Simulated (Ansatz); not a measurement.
**SnO2 (Cassiterite, P4_2/mnm): zone-centre modes against carrier density**

Aim: how far do free carriers move the optical modes of SnO2 (Cassiterite, P4_2/mnm)?

Main program and level: Ansatz 0.2.0; DFT LDA, scalar-relativistic, plane waves, PAW; PAW set soft_1.

This is a report of a sequence of runs, with most program output left out.

### Step 1. Set-up

It takes space group P4_2/mnm (No. 136, tetragonal). The conventional cell has a = 4.738 Å, b = 4.738 Å, c = 3.187 Å, α = 90.00°, β = 90.00°, γ = 90.00°. Nearest to O lie 3 Sn at 2.05 to 2.06 Å. Nearest to Sn lie 6 O at 2.05 to 2.06 Å. Farther neighbours and most contacts between anions are not listed.

As a file:

```cif
data_structure
_symmetry_space_group_name_H-M 'P4_2/mnm'
_symmetry_Int_Tables_number 136
_cell_length_a 4.7380
_cell_length_b 4.7380
_cell_length_c 3.1865
_cell_angle_alpha 90.000
_cell_angle_beta 90.000
_cell_angle_gamma 90.000
_cell_volume 71.53
loop_
_atom_site_label
_atom_site_type_symbol
_atom_site_symmetry_multiplicity
_atom_site_Wyckoff_symbol
_atom_site_fract_x
_atom_site_fract_y
_atom_site_fract_z
_atom_site_occupancy
O1 O 4 f 0.30710 0.30710 0.00000 1
Sn1 Sn 2 a 0.00000 0.00000 0.00000 1
```

### Step 2. Relaxation

Harmonic phonons are second derivatives at a point where the forces vanish, and they are wanted at zero stress, so atoms and cell are relaxed first.

input.yaml reads:

```yaml
crystal:
  lattice:
    - [4.738, 0.0, 0.0]
    - [0.0, 4.738, 0.0]
    - [0.0, 0.0, 3.1865]
  atoms:
    - { symbol: O, position: [0.3071, 0.3071, 0.0] }
    - { symbol: O, position: [0.1929, 0.8071, 0.5] }
    - { symbol: O, position: [0.6929, 0.6929, 0.0] }
    - { symbol: O, position: [0.8071, 0.1929, 0.5] }
    - { symbol: Sn, position: [0.0, 0.0, 0.0] }
    - { symbol: Sn, position: [0.5, 0.5, 0.5] }
kpoints:
  mp_grid: { grid: [6, 6, 8] }
hamiltonian:
  xc: lda
  pseudopotentials: { kind: paw, azcp: { folder: soft_1 }, xc_functional: pbe }
scf:
  occupations: { method: gaussian, width: 0.02 }
output:
  forces: true
  stress: true
  eigenvalues: true
  write_density: true
  write_potential: true
  elf: true
  volumetric_format: npy
relax:
  adjacent_minimum: "off"
  f_tol: 0.005
  max_steps: 80
  cell: { stress_tol: 0.05 }
```

On the command line:

```
ansatz run input.yaml --threads 8 --pin off --max-ram 16384MiB --backend cpu --events-out ev --progress --plain --runs-dir out
```

It took 11 s on 8 threads of Arm Neoverse N1, shared host; peak memory 0.48 GiB; 80 s of CPU time.

Step by step:

| step | energy less that of the first step (eV) | largest force component (eV/Å) | pressure (GPa) | volume (Å³) |
| --- | --- | --- | --- | --- |
| 1 | 0.0000 | 0.1038 | -1.04 | 71.53 |
| 2 | -0.0047 | 0.0385 | -0.04 | 71.15 |
| 3 | -0.0059 | 0.0093 | 0.14 | 71.03 |
| 4 | -0.0058 | 0.0032 | -0.03 | 71.07 |
| 5* | -0.0042 | 0.0031 | -0.07 | 71.07 |
| 6 | -0.0043 | 0.0000 | 0.00 | 71.05 |
| 7* | -0.0042 | 0.0000 | 0.00 | 71.05 |

Relaxation steps marked * repeat the geometry before them on a plane-wave basis chosen anew for their cell, so energy and pressure can jump there.

Forces are held to the 16 operations that the run works with; a distortion that breaks them can't arise in this run.

| conventional cell, symmetrised | before | after | change |
| --- | --- | --- | --- |
| a (Å) | 4.738 | 4.720 | -0.4 % |
| b (Å) | 4.738 | 4.720 | -0.4 % |
| c (Å) | 3.187 | 3.189 | +0.1 % |
| volume (Å³/atom) | 11.92 | 11.84 | -0.7 % |

The relaxed structure:

```xyz
6
Lattice="4.7202 0.0000 0.0000 0.0000 4.7202 0.0000 0.0000 0.0000 3.1888" Properties=species:S:1:pos:R:3 pbc="T T T"
O     1.4447    1.4447    0.0000
O     0.9154    3.8048    1.5944
O     3.2755    3.2755    0.0000
O     3.8048    0.9154    1.5944
Sn    0.0000    0.0000    0.0000
Sn    2.3601    2.3601    1.5944
```

Numbers from this step:

```yaml
pressure: -0.001713 GPa
gap_on_the_k_mesh: 1.184 eV
volume_per_atom: 11.84 Å³
```

ELF in the ab plane at fractional z = 0.000, with atoms of O and Sn within 0.2 Å of it. It is the smooth field of the valence electrons, not physical close to the nuclei.

Ten even steps from '0' (0.00) to '9' (0.83), each cell a mean:
```
00210001343210
12210015898521
21100028999852
10000028965983
00000016877983
00123113699962
02688631246420
15998872101000
15984795100000
14897896100011
22489984000122
01236641001210
00121100001210
```
Columns run along a (4.7 Å), rows up along b (4.7 Å). Atoms in or near the plane, at fractional coordinates: O at (0.31, 0.31), O at (0.69, 0.69), Sn at (0.00, 0.00).

Valence density in the ab plane at fractional z = 0.000, with atoms of O and Sn within 0.2 Å of it. It is the smooth field of the valence electrons, not physical close to the nuclei.

Ten even steps from '_' (0 e/Å³) to '@' (12 e/Å³), each cell a mean:
```
##==..__________________::**
::..______________________::
________________..::::..____
________________::++++::____
________________..====..____
__________________....______
____________________________
______..--::________________
____..==**==..______________
______--++--..______________
..____......________________
++--____________________..==
@@++..__________________--%%
```
Columns run along a (4.7 Å), rows up along b (4.7 Å). Atoms in or near the plane, at fractional coordinates: O at (0.31, 0.31), O at (0.69, 0.69), Sn at (0.00, 0.00).

Electrostatic potential energy in the ab plane at fractional z = 0.000, with atoms of O and Sn within 0.2 Å of it. With pseudopotentials it is smooth inside the atoms' cores, unlike the true potential.

Ten even steps from '0' (-29 eV) to '9' (16 eV), each cell a mean:
```
95268999998437
32489999987632
56789999521475
88999998200278
99999998300489
99999988755899
99998888899999
99831278999999
99600059999999
77610169999887
34654699999753
63378999998525
97268999998439
```
Columns run along a (4.7 Å; values clipped at the 3rd and 97th percentile), rows up along b (4.7 Å). Atoms in or near the plane, at fractional coordinates: O at (0.31, 0.31), O at (0.69, 0.69), Sn at (0.00, 0.00).

In this step the volume went from 11.92 to 11.84 Å³/atom.

### Step 3. Tight relaxation

Phonons need small forces and stress, so the relaxation is finished with tight tolerances on 8×8×8 k points.

input.yaml reads:

```yaml
crystal:
  lattice:
    - [4.7201877157, 0.0, 0.0]
    - [0.0, 4.7201877157, 0.0]
    - [0.0, 0.0, 3.1887662489]
  atoms:
    - { symbol: O, position: [0.3060749334, 0.3060749334, 0.0] }
    - { symbol: O, position: [0.1939250666, 0.8060749334, 0.5] }
    - { symbol: O, position: [0.6939250666, 0.6939250666, 0.0] }
    - { symbol: O, position: [0.8060749334, 0.1939250666, 0.5] }
    - { symbol: Sn, position: [0.0, 0.0, 0.0] }
    - { symbol: Sn, position: [0.5, 0.5, 0.5] }
kpoints:
  mp_grid: { grid: [8, 8, 8] }
hamiltonian:
  xc: lda
  pseudopotentials: { kind: paw, azcp: { folder: soft_1 }, xc_functional: pbe }
scf:
  occupations: { method: fixed }
output:
  forces: true
  stress: true
  eigenvalues: true
relax:
  adjacent_minimum: "off"
  f_tol: 0.001
  max_steps: 60
  cell: { stress_tol: 0.01 }
```

The job ended after 5.5 s (8 threads; peak memory 0.5 GiB).

Little changed from the start: no atom moved by 0.005 Å and no cell edge by 0.1 %.

Numbers from this step:

- pressure: -9.76e-4 GPa

The largest force component left is 0.026 meV/Å and the pressure is -0.001 GPa, within the tolerances set. The cell now holds 11.84 Å³/atom.

### Step 4. A member of the series: no carriers

The cell of the neutral crystal is kept with no carriers. The bands are sampled on 18×18×25 points with Fermi-Dirac filling of 0.03 eV.

input.yaml, as its differences from that of step 3:

```diff
@@ -13,3 +13,3 @@
 kpoints:
-  mp_grid: { grid: [8, 8, 8] }
+  mp_grid: { grid: [18, 18, 25] }
 hamiltonian:
@@ -18,3 +18,3 @@
 scf:
-  occupations: { method: fixed }
+  occupations: { method: fermi_dirac, width: 0.03 }
 output:
@@ -27,2 +27 @@
   max_steps: 60
-  cell: { stress_tol: 0.01 }
```

The job ended after 36 s (8 threads; peak memory 1.3 GiB).

No atom moved by 0.005 Å in the relaxation.

The largest force component left is 0.044 meV/Å.

### Step 5. Modes of this member: no carriers

Phonons follow from the second derivative of the energy, found here by linear response.

The zone-centre modes follow for no carriers.

input.yaml, as its differences from that of step 4:

```diff
@@ -20,8 +20,4 @@
 output:
-  forces: true
-  stress: true
   eigenvalues: true
-relax:
-  adjacent_minimum: "off"
-  f_tol: 0.001
-  max_steps: 60
+phonons:
+  method: dfpt
```

Elapsed: 14 min, on 8 threads; peak memory 12 GiB.

This step gave:

* sum-rule residual before enforcement: 1.62e-5 eV/Å²
* point group: 4/mmm
* highest optical mode at the zone centre (no LO-TO term): 754.5 cm⁻¹
* lowest optical zone-centre mode: 104 cm⁻¹

Without the LO-TO term. Patterns of degenerate modes are one choice out of their space. Modes at Γ, with each element's share of the kinetic energy:

| mode | frequency (cm⁻¹) | symmetry | O % | Sn % |
| --- | --- | --- | --- | --- |
| 1 | 0.0 | acoustic | 21 | 79 |
| 2 | 0.0 | acoustic | 21 | 79 |
| 3 | 0.0 | acoustic | 21 | 79 |
| 4 | 104.0 | B1g | 100 | 0 |
| 5 | 146.3 | B1u | 8 | 92 |
| 6 | 224.1 | Eu | 79 | 21 |
| 7 | 224.1 | Eu | 79 | 21 |
| 8 | 280.2 | Eu | 8 | 92 |
| 9 | 280.2 | Eu | 8 | 92 |
| 10 | 348.9 | A2g | 100 | 0 |
| 11 | 459.1 | A2u | 79 | 21 |
| 12 | 465.7 | Eg | 100 | 0 |
| 13 | 465.7 | Eg | 100 | 0 |
| 14 | 558.2 | B1u | 92 | 8 |
| 15 | 595.4 | Eu | 92 | 8 |
| 16 | 595.4 | Eu | 92 | 8 |
| 17 | 625.6 | A1g | 100 | 0 |
| 18 | 754.5 | B2g | 100 | 0 |

Displacements in mode 4 (104.0 cm⁻¹), the largest set to 1:
```
O1  -1.00  1.00  0.00
O2   1.00  1.00  0.00
O3   1.00 -1.00  0.00
O4  -1.00 -1.00  0.00
Sn5  0.00  0.00  0.00
Sn6  0.00  0.00  0.00
```

Displacements in mode 15 (595.4 cm⁻¹), the largest set to 1:
```
O1   0.02 -0.37  0.00
O2  -0.93  1.00  0.00
O3   0.02 -0.37  0.00
O4  -0.93  1.00  0.00
Sn5  0.14 -0.11  0.00
Sn6  0.11 -0.06  0.00
```

Without the LO-TO term the lowest optical mode is real, 104 cm⁻¹, and the highest lies at 754.5 cm⁻¹.

### Step 6. Relaxation of a member: 15 × 10²⁰ electrons per cm³

The cell of the neutral crystal is kept with 15 × 10²⁰ electrons per cm³, balanced by a uniform background. The bands are sampled on 18×18×25 points with Fermi-Dirac filling of 0.03 eV.

input.yaml, as its differences from that of step 5:

```diff
@@ -12,2 +12,3 @@
     - { symbol: Sn, position: [0.5, 0.5, 0.5] }
+total_charge: -0.106569
 kpoints:
@@ -20,4 +21,8 @@
 output:
+  forces: true
+  stress: true
   eigenvalues: true
-phonons:
-  method: dfpt
+relax:
+  adjacent_minimum: "off"
+  f_tol: 0.001
+  max_steps: 60
```

Elapsed: 70 s, on 8 threads; peak memory 1.3 GiB.

No atom moved by 0.005 Å in the relaxation.

The largest force component left is 0.047 meV/Å.

### Step 7. Modes of this member: 15 × 10²⁰ electrons per cm³

The zone-centre modes follow for 15 × 10²⁰ electrons per cm³.

input.yaml, the sections that differ from step 6:

```yaml
crystal:
  lattice:
    - [4.7201877157, 0.0, 0.0]
    - [0.0, 4.7201877157, 0.0]
    - [0.0, 0.0, 3.1887662489]
  atoms:
    - { symbol: O, position: [0.3057034089, 0.3057034089, 0.0] }
    - { symbol: O, position: [0.1942965911, 0.8057034089, 0.5] }
    - { symbol: O, position: [0.6942965911, 0.6942965911, 0.0] }
    - { symbol: O, position: [0.8057034089, 0.1942965911, 0.5] }
    - { symbol: Sn, position: [0.0, 0.0, 0.0] }
    - { symbol: Sn, position: [0.5, 0.5, 0.5] }
output:
  eigenvalues: true
phonons:
  method: dfpt
# total_charge, kpoints, hamiltonian, scf: as in step 6
# relax: removed
```

It took 16 min on 8 threads; peak memory 12 GiB; 2.1 h of CPU time.

Numbers from this step:

| Item | Value |
| --- | --- |
| sum-rule residual before enforcement | 5.48e-5 eV/Å² |
| highest optical mode at the zone centre (no LO-TO term) | 743.2 cm⁻¹ |
| lowest optical zone-centre mode | 100.0 cm⁻¹ |

Without the LO-TO term. Patterns of degenerate modes are one choice out of their space. Modes at Γ, with each element's share of the kinetic energy:

| mode | frequency (cm⁻¹) | symmetry | O % | Sn % |
| --- | --- | --- | --- | --- |
| 1 | 0.0 | acoustic | 21 | 79 |
| 2 | 0.0 | acoustic | 21 | 79 |
| 3 | 0.0 | acoustic | 21 | 79 |
| 4 | 100.0 | B1g | 100 | 0 |
| 5 | 142.8 | B1u | 8 | 92 |
| 6 | 223.4 | Eu | 78 | 22 |
| 7 | 223.4 | Eu | 78 | 22 |
| 8 | 279.6 | Eu | 8 | 92 |
| 9 | 279.6 | Eu | 8 | 92 |
| 10 | 349.1 | A2g | 100 | 0 |
| 11 | 454.2 | A2u | 79 | 21 |
| 12 | 465.2 | Eg | 100 | 0 |
| 13 | 465.2 | Eg | 100 | 0 |
| 14 | 552.4 | B1u | 92 | 8 |
| 15 | 595.5 | Eu | 92 | 8 |
| 16 | 595.5 | Eu | 92 | 8 |
| 17 | 623.6 | A1g | 100 | 0 |
| 18 | 743.2 | B2g | 100 | 0 |

Without the LO-TO term the lowest optical mode is real, 100 cm⁻¹, and the highest lies at 743.2 cm⁻¹.

### Step 8. A check on a coarser mesh: 2 × 10²⁰ electrons per cm³

To see what the mesh is worth, the run for 2 × 10²⁰ electrons per cm³ is repeated on 14×14×20 points.

input.yaml, the sections that differ from step 7:

```yaml
crystal:
  lattice:
    - [4.7201877157, 0.0, 0.0]
    - [0.0, 4.7201877157, 0.0]
    - [0.0, 0.0, 3.1887662489]
  atoms:
    - { symbol: O, position: [0.3060202038, 0.3060202038, 0.0] }
    - { symbol: O, position: [0.1939797962, 0.8060202038, 0.5] }
    - { symbol: O, position: [0.6939797962, 0.6939797962, 0.0] }
    - { symbol: O, position: [0.8060202038, 0.1939797962, 0.5] }
    - { symbol: Sn, position: [0.0, 0.0, 0.0] }
    - { symbol: Sn, position: [0.5, 0.5, 0.5] }
total_charge: -0.014209
kpoints:
  mp_grid: { grid: [14, 14, 20] }
# hamiltonian, scf, output, phonons: as in step 7
```

Run time: 4.8 min. Hardware: 8 threads; peak memory 7.4 GiB; 34 min of CPU time.

This step gave:

```
sum-rule residual before enforcement                    : 1.73e-5 eV/Å²
highest optical mode at the zone centre (no LO-TO term) : 753.3 cm⁻¹
lowest optical zone-centre mode                         : 104.1 cm⁻¹
```

The highest mode comes at 753.3 cm⁻¹, against 753.2 cm⁻¹ on 18×18×25 points.

### Step 9. A check on a coarser mesh: 10 × 10²⁰ electrons per cm³

To see what the mesh is worth, the run for 10 × 10²⁰ electrons per cm³ is repeated on 14×14×20 points.

input.yaml, the sections that differ from step 8:

```yaml
crystal:
  lattice:
    - [4.7201877157, 0.0, 0.0]
    - [0.0, 4.7201877157, 0.0]
    - [0.0, 0.0, 3.1887662489]
  atoms:
    - { symbol: O, position: [0.3058206884, 0.3058206884, 0.0] }
    - { symbol: O, position: [0.1941793116, 0.8058206884, 0.5] }
    - { symbol: O, position: [0.6941793116, 0.6941793116, 0.0] }
    - { symbol: O, position: [0.8058206884, 0.1941793116, 0.5] }
    - { symbol: Sn, position: [0.0, 0.0, 0.0] }
    - { symbol: Sn, position: [0.5, 0.5, 0.5] }
total_charge: -0.071046
# kpoints, hamiltonian, scf, output, phonons: as in step 8
```

Wall time 4.8 min (8 threads); peak memory 7.4 GiB; 35 min of CPU time.

Numbers from this step:

```yaml
sum_rule_residual_before_enforcement: 1.57e-5 eV/Å²
highest_optical_mode_at_the_zone_centre_no_lo_to_term: 747.5 cm⁻¹
lowest_optical_zone_centre_mode: 102 cm⁻¹
```

The highest mode comes at 747.5 cm⁻¹, against 747.5 cm⁻¹ on 18×18×25 points.

### Step 10. The series together

The members are set side by side, also those not shown above.

Electrons count positive and holes negative; without the LO-TO term; modes are tracked from the neutral crystal by their patterns, and those within 0.3 cm⁻¹ of each other stand once; the 10 lowest of 11 levels; the cell of the neutral crystal is kept and the atoms are relaxed where symmetry leaves them free; all runs use 18×18×25 k points and Fermi-Dirac smearing of 0.03 eV. Optical modes along the series:

| carriers (10²⁰ cm⁻³) | mode 4 B1g (cm⁻¹) | mode 5 B1u (cm⁻¹) | mode 6 Eu (cm⁻¹) | mode 8 Eu (cm⁻¹) | mode 10 A2g (cm⁻¹) | mode 11 A2u (cm⁻¹) | mode 12 Eg (cm⁻¹) | mode 14 B1u (cm⁻¹) | mode 15 Eu (cm⁻¹) | mode 17 A1g (cm⁻¹) |
| --- | --- | --- | --- | --- | --- | --- | --- | --- | --- | --- |
| 0 | 104 | 146.3 | 224.1 | 280.2 | 348.9 | 459.1 | 465.7 | 558.2 | 595.4 | 625.6 |
| 1 | 104.1 | 146.1 | 224.1 | 280.2 | 349 | 458.8 | 465.8 | 557.9 | 595.4 | 625.4 |
| 2 | 104.1 | 145.9 | 224.1 | 280.2 | 349 | 458.4 | 465.7 | 557.5 | 595.5 | 625.3 |
| 4 | 103.8 | 145.4 | 224 | 280.1 | 349.1 | 457.8 | 465.7 | 556.7 | 595.6 | 625 |
| 6 | 103.4 | 144.9 | 224 | 280 | 349.1 | 457.1 | 465.7 | 556 | 595.6 | 624.7 |
| 10 | 102 | 144 | 223.8 | 279.8 | 349.2 | 455.8 | 465.5 | 554.4 | 595.6 | 624.3 |
| 15 | 100 | 142.8 | 223.4 | 279.6 | 349.1 | 454.2 | 465.2 | 552.4 | 595.5 | 623.6 |

### Step 11. Outcome

```yaml
members: 7
mode_that_changes_most_in_cm_minus1: mode 18 B2g
its_frequency_without_carriers: 754.49 cm⁻¹
its_frequency_at_15_x_1e20_cm_minus3: 743.25 cm⁻¹
```

At 15 × 10²⁰ electrons per cm³ the largest change in cm⁻¹ is that of mode 18 B2g, -11.24 cm⁻¹ from 754.49 cm⁻¹, a mode above those of the table. At 2 and 10 × 10²⁰ cm⁻³ the coarser mesh moves the optical modes by up to 0.03 cm⁻¹, a measure of the error left by the mesh there. The response is adiabatic: the carriers follow the ions at once. Where they cannot, as for a zone-centre mode faster than their scattering, measured shifts differ, and line shapes are not given here. The background stands for dopants without their size, scattering or local bonds, and the cell is that of the neutral crystal, although carriers also change the volume at rest, which would shift the modes as well. In a polar crystal the carriers also screen the field of the longitudinal modes, often the largest effect; only modes without that field are treated here. These are harmonic frequencies of a static lattice, with warm electrons: anharmonic shifts, linewidths and thermal expansion are left out. Spin-orbit coupling is left out, which can matter for the heavy elements here. The PAW files were made for PBE; the program adapts parts of them to the functional of the run, but their partial waves stay those of PBE, an approximation that was not tested in this session. Only the zone centre was solved, so an instability at another wavevector cannot show here.

[Logs are printed without paths, hosts, clocks, repeated set-up lines and the standing remarks that a program may print on its own settings, such as how far it seeks lower states.]

[Hosts, paths, dates, database ids (printed as entryN), source tags and the programs' standing remarks are cut or masked in the printed files.]
